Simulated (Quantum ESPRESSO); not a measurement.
# MoSi2N4, 1 layer, rectangular cell: a series in strain along the second axis, part 3 of 7

What law, if any, do the results for MoSi2N4, 1 layer, rectangular cell follow against strain along the second axis?

Quantum ESPRESSO 7.5; plane-wave DFT, PBE, GBRV ultrasoft pseudopotentials.

So far. Step 2 (Variable-cell relaxation of the reference):  The last row is no step: it is a fresh SCF in the final cell with a new plane-wave basis, +2 meV from the row before. Step 3 (Relaxing the ions, -4 %): The relaxation lowers the energy by 6 meV an atom.

### 4. Ground state, -4 %

The self-consistent run of this member.

m0.scf.in

```
&control
  prefix = 'm0.scf'
  outdir = './out'
  pseudo_dir = './pseudo'
  calculation = 'scf'
  tprnfor = .true.
/
&system
  ibrav = 0
  nat = 14
  ntyp = 3
  ecutwfc = 40
  ecutrho = 200
  occupations = 'smearing'
  smearing = 'fd'
  degauss = 0.002
  nbnd = 46
/
&electrons
  conv_thr = 1e-09
  mixing_beta = 0.4
  electron_maxstep = 120
  mixing_mode = 'plain'
/
ATOMIC_SPECIES
  N   14.0070  n_pbe_v1.2.uspp.F.UPF
  Si  28.0850  si_pbe_v1.uspp.F.UPF
  Mo  95.9500  mo_pbe_v1.uspp.F.UPF
CELL_PARAMETERS angstrom
  2.90109390800000 0.00000000000000 0.00000000000000
  0.00000000000000 4.82384106624000 0.00000000000000
  0.00000000000000 0.00000000000000 21.86179061700000
ATOMIC_POSITIONS crystal
  N   0.000000000000 -0.006046042000 0.336625553400
  N   0.500000000000 0.493951560500 0.336625138800
  Si  0.999999999900 0.332355591900 0.361561844500
  Si  0.500000000000 0.832353193600 0.361560995300
  N   0.999999999900 0.338690901600 0.441829473800
  N   0.500000000000 0.838690479200 0.441828844700
  Mo  0.000000000000 0.003333886900 0.500000000000
  Mo  0.500000000000 0.503341410700 0.500000000000
  N   0.999999999900 0.338690901600 0.558170526200
  N   0.500000000000 0.838690479200 0.558171155300
  Si  0.999999999900 0.332355591900 0.638438155500
  Si  0.500000000000 0.832353193600 0.638439004700
  N   0.000000000000 -0.006046042000 0.663374446600
  N   0.500000000000 0.493951560500 0.663374861200
K_POINTS automatic
  12 8 1 0 0 0
```

Launch:

```bash
> OMP_NUM_THREADS=1 mpirun -n 4 pw.x -nk 4 -in m0.scf.in > m0.scf.out
```

The log of the run:

```text
[banner, memory and clock lines left out]
Program PWSCF v.7.5 starts
[citation notice left out]

[...]
Message from routine setup:
[...]
bravais-lattice index     =            0
     lattice parameter (alat)  =       5.4823  a.u.
     unit-cell volume          =    2064.6056 (a.u.)^3
     number of atoms/cell      =           14
     number of atomic types    =            3
     number of electrons       =        84.00
     number of Kohn-Sham states=           46
     kinetic-energy cutoff     =      40.0000  Ry
     charge density cutoff     =     200.0000  Ry
     scf convergence threshold =      1.0E-09
     mixing beta               =       0.4000
     number of iterations used =            8  plain     mixing
     Exchange-correlation= SLA  PW   PBE  PBE
                           (   1   4   3   4   0   0   0)

[...]
PseudoPot. # 1 for N  read from file:
     ./pseudo/n_pbe_v1.2.uspp.F.UPF
     Pseudo is Ultrasoft + core correction, Zval =  5.0
     Generated by new atomic code, or converted to UPF format
     Using radial grid of  729 points,  4 beta functions with:
                l(1) =   0
                l(2) =   0
                l(3) =   1
                l(4) =   1
     Q(r) pseudized with  8 coefficients,  rinner =    0.900   0.900   0.900

     PseudoPot. # 2 for Si read from file:
     ./pseudo/si_pbe_v1.uspp.F.UPF
     Pseudo is Ultrasoft + core correction, Zval =  4.0
     Generated by new atomic code, or converted to UPF format
     Using radial grid of  899 points,  6 beta functions with:
                l(1) =   0
                l(2) =   0
                l(3) =   1
                l(4) =   1
                l(5) =   2
                l(6) =   2
     Q(r) pseudized with  8 coefficients,  rinner =    0.900   0.900   0.900
                                                       0.900   0.900

     PseudoPot. # 3 for Mo read from file:
     ./pseudo/mo_pbe_v1.uspp.F.UPF
     Pseudo is Ultrasoft + core correction, Zval = 14.0
     Generated by new atomic code, or converted to UPF format
     Using radial grid of  889 points,  6 beta functions with:
                l(1) =   0
                l(2) =   0
                l(3) =   1
                l(4) =   1
                l(5) =   2
                l(6) =   2
     Q(r) pseudized with  6 coefficients,  rinner =    1.000   1.000   1.000
                                                       1.000   1.000

     atomic species   valence    mass     pseudopotential
     N                 5.00    14.00700     N ( 1.00)
     Si                4.00    28.08500     Si( 1.00)
     Mo               14.00    95.95000     Mo( 1.00)

      4 Sym. Ops. (no inversion) found

[...]
number of k points=    35  Fermi-Dirac smearing, width (Ry)=  0.0020
[...]
Dense  grid:    98577 G-vectors     FFT dimensions: (  25,  45, 192)

     Smooth grid:    70537 G-vectors     FFT dimensions: (  24,  40, 180)

     Initial potential from superposition of free atoms

     starting charge      83.9951, renormalised to      84.0000

     negative rho (up, down):  3.060E-03 0.000E+00
     Starting wfcs are   74 randomized atomic wfcs

     per-process dynamical memory:   153.3 Mb

     Self-consistent Calculation

     iteration #  1     ecut=    40.00 Ry     beta= 0.40
     Davidson diagonalization with overlap
     ethr =  1.00E-02,  avg # of iterations =  2.0

     negative rho (up, down):  3.157E-03 0.000E+00

     total energy              =    -478.15286711 Ry
     estimated scf accuracy    <       3.92240556 Ry

     iteration #  2     ecut=    40.00 Ry     beta= 0.40
[...]
negative rho (up, down):  3.293E-03 0.000E+00

[...]
total energy              =    -478.87983379 Ry
     estimated scf accuracy    <       0.80956491 Ry

     iteration #  3     ecut=    40.00 Ry     beta= 0.40
[...]
negative rho (up, down):  3.453E-03 0.000E+00

[...]
total energy              =    -479.06793291 Ry
     estimated scf accuracy    <       0.23579866 Ry

     iteration #  4     ecut=    40.00 Ry     beta= 0.40
[...]
negative rho (up, down):  3.758E-03 0.000E+00

[...]
total energy              =    -479.09656109 Ry
     estimated scf accuracy    <       0.02065122 Ry

     iteration #  5     ecut=    40.00 Ry     beta= 0.40
[...]
negative rho (up, down):  3.857E-03 0.000E+00

[...]
total energy              =    -479.09805542 Ry
     estimated scf accuracy    <       0.00814702 Ry

     iteration #  6     ecut=    40.00 Ry     beta= 0.40
[...]
negative rho (up, down):  3.878E-03 0.000E+00

[...]
total energy              =    -479.09937722 Ry
     estimated scf accuracy    <       0.00040628 Ry

[...]
iteration # 12     ecut=    40.00 Ry     beta= 0.40
[...]
negative rho (up, down):  3.889E-03 0.000E+00

[...]
total energy              =    -479.09953396 Ry
     estimated scf accuracy    <       0.00000004 Ry

     iteration # 13     ecut=    40.00 Ry     beta= 0.40
[...]
negative rho (up, down):  3.889E-03 0.000E+00

[...]
total energy              =    -479.09953397 Ry
     estimated scf accuracy    <          2.7E-09 Ry

     iteration # 14     ecut=    40.00 Ry     beta= 0.40
[...]
negative rho (up, down):  3.889E-03 0.000E+00

[...]
total energy              =    -479.09953397 Ry
     estimated scf accuracy    <          3.5E-09 Ry

     iteration # 15     ecut=    40.00 Ry     beta= 0.40
[...]
negative rho (up, down):  3.890E-03 0.000E+00

[...]
End of self-consistent calculation

          k = 0.0000 0.0000 0.0000 (  8855 PWs)   bands (ev):

   -58.6189 -58.4460 -33.3512 -32.7479 -32.5667 -32.4863 -32.2768 -32.1894
   -16.4105 -16.3313 -13.5674 -13.5618 -13.4862 -12.1631 -12.1380 -12.0084
    -7.4107  -7.1923  -6.0519  -4.3407  -3.6933  -3.5463  -3.3448  -2.9703
    -2.8850  -1.5907  -1.5288  -1.5135  -1.3692  -1.2709  -1.1423  -0.9985
    -0.8237  -0.6969   0.1439   0.1807   0.2471   0.2852   0.5018   0.7525
     1.7297   2.4033   4.9034   5.1930   5.3492   5.7745

          k = 0.0000 0.0752 0.0000 (  8861 PWs)   bands (ev):

   -58.6124 -58.4527 -33.3097 -32.7382 -32.5560 -32.4965 -32.2882 -32.2367
   -16.3392 -16.2625 -13.7669 -13.7613 -13.4219 -12.1509 -12.0914 -12.0243
    -7.1797  -6.9511  -5.9751  -4.4282  -3.6804  -3.5548  -3.1487  -2.9186
    -2.8360  -1.5440  -1.5368  -1.5004  -1.3542  -1.3150  -1.1595  -1.1552
    -1.1430  -0.9230   0.0644   0.1023   0.1379   0.1835   0.6007   0.6953
     1.7011   2.3785   4.9822   5.3074   5.3312   5.6246

[...]
the Fermi energy is     3.5323 ev

!    total energy              =    -479.09953397 Ry
     estimated scf accuracy    <          2.5E-10 Ry
     smearing contrib. (-TS)   =       0.00000000 Ry
     internal energy E=F+TS    =    -479.09953397 Ry

     The total energy is F=E-TS. E is the sum of the following terms:
     one-electron contribution =   -5000.04349457 Ry
     hartree contribution      =    2520.74055543 Ry
     xc contribution           =    -100.59240448 Ry
     ewald contribution        =    2100.79580965 Ry

     convergence has been achieved in  15 iterations

     negative rho (up, down):  3.890E-03 0.000E+00

     Forces acting on atoms (cartesian axes, Ry/au):

     atom    1 type  1   force =     0.00000000    0.00016859   -0.00015485
     atom    2 type  1   force =     0.00000000    0.00017553   -0.00015175
     atom    3 type  2   force =     0.00000000   -0.00014687   -0.00008373
     atom    4 type  2   force =     0.00000000   -0.00014570   -0.00008156
     atom    5 type  1   force =     0.00000000    0.00001615    0.00041921
     atom    6 type  1   force =     0.00000000    0.00001386    0.00041811
     atom    7 type  3   force =     0.00000000   -0.00006195    0.00000000
     atom    8 type  3   force =     0.00000000   -0.00010116    0.00000000
     atom    9 type  1   force =     0.00000000    0.00001615   -0.00041921
     atom   10 type  1   force =     0.00000000    0.00001386   -0.00041811
     atom   11 type  2   force =     0.00000000   -0.00014687    0.00008373
     atom   12 type  2   force =     0.00000000   -0.00014570    0.00008156
     atom   13 type  1   force =     0.00000000    0.00016859    0.00015485
     atom   14 type  1   force =     0.00000000    0.00017553    0.00015175

     Total force =     0.001021     Total SCF correction =     0.000055

[...]
```

Wall time 2.5 min (4 MPI ranks of Arm Neoverse V1, shared host); peak memory 0.93 GiB.

Read from the output:

* free energy: -6518.4812 eV
* Fermi energy: 3.532 eV
* valence top, on the run's zero: 2.403 eV
* conduction bottom, on the run's zero: 4.871 eV
* gap by band count: 2.468 eV

### 5. Potential by pp.x, -4 %

plot_num = 11 writes the bare and Hartree potential, from which vacuum levels or, in a crystal, the mean potential are read.

m0.pot.in

```
&inputpp
  prefix = 'm0.scf'
  outdir = './out'
  filplot = 'm0.pot.dat'
  plot_num = 11
/
```

Launch:

```bash
> OMP_NUM_THREADS=1 mpirun -n 4 pp.x -in m0.pot.in > m0.pot.out
```

The log of the run:

```text
[banner, memory and clock lines left out]
Program POST-PROC v.7.5 starts

          URL

     ./out/m0.scf.save/

     IMPORTANT: XC functional enforced from input :
     Exchange-correlation= PBE
                           (   1   4   3   4   0   0   0)
     Any further DFT definition will be discarded
     Please, verify this is what you really want

     negative rho (up, down):  3.890E-03 0.000E+00

     Calling punch_plot, plot_num =  11
     Writing data to file  m0.pot.dat
     Message from routine chdens:
     namelist plot not found or invalid, exiting
```

Wall time 1.2 s (4 MPI ranks); peak memory 0.11 GiB; 4.4 s of CPU time.

Read from the output:

- slope of the potential above: -8.40e-7 eV/Å
- upper vacuum line continued to the top atoms, over the valence top: 5.782 eV
- slope of the potential below: -1.02e-6 eV/Å
- lower vacuum line continued to the bottom atoms, over the valence top: 5.782 eV
- vacuum level at the upper face over the valence top of the mesh: 5.782 eV
- vacuum level at the lower face over the valence top of the mesh: 5.782 eV

Electrostatic potential energy of an electron; zero at the highest filled level of the SCF mesh. Table of potential energy, planar mean by z:

```
z (Å)  potential energy, planar mean (eV)
    0                                5.78
    1                                5.78
    2                                5.78
    3                                5.78
    4                                5.78
    5                                5.77
    6                                5.37
    7                               -6.30
    8                               -16.9
    9                               0.179
   10                               -8.08
   11                               -34.0
   12                               -9.36
   13                              -0.435
   14                               -18.6
   15                               -1.88
   16                                5.52
   17                                5.77
   18                                5.78
   19                                5.78
   20                                5.78
   21                                5.78
```

(Part 3 of 7 ends here.)

[Logs are printed without paths, hosts, clocks, repeated set-up lines and the standing remarks that a program may print on its own settings, such as how far it seeks lower states.]

[Hosts, paths, dates, database ids (printed as entryN), source tags and the programs' standing remarks are cut or masked in the printed files.]

[Maps of the electrostatic potential energy from Ansatz leave out the sawtooth potential of an applied field or a dipole correction, so their vacuum need not be flat; planar profiles and work functions include it.]
